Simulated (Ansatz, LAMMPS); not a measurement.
# Static equation of state of glassy 32SiO2-44B2O3-12CaO-12K2O (mol %) (128 atoms)

Density of this cell: 2.40 g/cm³. The cell holds 128 atoms: 11 Si, 30 B, 4 Ca, 8 K and 75 O. Its edges and angles: a = 11.580 Å, b = 11.977 Å, c = 11.490 Å, α = 89.0°, β = 89.9°, γ = 90.4°. The starting structure: 128 atoms (11 Si, 30 B, 4 Ca, 8 K, 75 O) placed at random at 2.23 g/cm³, melted at 3000 K for 20 ps at fixed volume with the Buckingham and Coulomb pair potential of Guillot and Sator (Geochim. Cosmochim. Acta 71, 1249 (2007)) with the boron terms of Wang et al. (J. Non-Cryst. Solids 498, 294 (2018)). Quenched from 3000 K to 300 K at 20 K/ps and fixed volume, held 10 ps at zero pressure.

Calculated with Ansatz 0.2.0: Kohn-Sham DFT, PBE, PAW (set soft_2), plane waves; cutoff 420 eV, Γ point, fermi-dirac smearing of 0.05 eV. Cell and atoms were relaxed first, to V0 = 12.448 Å³ an atom at a residual P0 = 0.011 GPa. The cell was then scaled evenly, and the atoms were relaxed at each volume.

| volume (Å³/atom) | pressure (GPa) |
| --- | --- |
| 11.203 | 5.576 |
| 11.701 | ? |
| 12.075 | 1.391 |
| 12.821 | -1.192 |
| 13.195 | -2.174 |

**Question.** Fit the third-order Birch–Murnaghan equation to the rows given and interpolate to the withheld row.

**Working.**

Take the Eulerian strain f = ½[(V0/V)^(2/3) − 1] and the normalised pressure F = (P − P0) / [3f(1 + 2f)^(5/2)]. The third-order Birch–Murnaghan equation is then the line F = B0 + (3/2)B0(B′ − 4) f, so u = f and v = F.

| u = f | v = F (GPa) |
| --- | --- |
| 0.0363831 | 42.7723 |
| 0.0102567 | 42.6276 |
| -0.00975663 | 43.1621 |
| -0.0190504 | 42.1276 |

With n = 4: mean u = 0.00445818, mean v = 42.6724, Σ(u − ū)² = 0.0018075, Σ(u − ū)(v − v̄) = 0.0087747. Slope b = 0.0087747 / 0.0018075 = 4.8545; intercept a = v̄ − b ū = 42.651.

So B0 = a = 42.7 GPa and B′ = 4 + 2b/(3a) = 4.08. At the withheld volume f = 0.02106, F = a + b f = 42.75 GPa, and P = P0 + 3f(1 + 2f)^(5/2) F.

Prediction at 11.701: 3.005 GPa. The run gave 3.094 GPa, so the fit is low by 0.089 GPa (2.9 % of the value).

Among the rows given, the largest miss of the fit is at 13.195, by 0.022 GPa (0.29 % of the range of the table).

Limits: Static cells at zero temperature; the cell shape is held. The program notes that the SCF threshold of these relaxations is loose for the stress. The quench rate of 20 K/ps is many orders above laboratory rates, so the cell is likely richer in defects and strain than a real sample. The network of bonds at the start is that of the classical potential that made the cell, and needn't be the one that DFT or experiment would give. Only the Γ point is sampled, in a cell whose shortest periodic width is 11 Å.

[Hosts, paths, dates, database ids (printed as entryN), source tags and the programs' standing remarks are cut or masked in the printed files.]
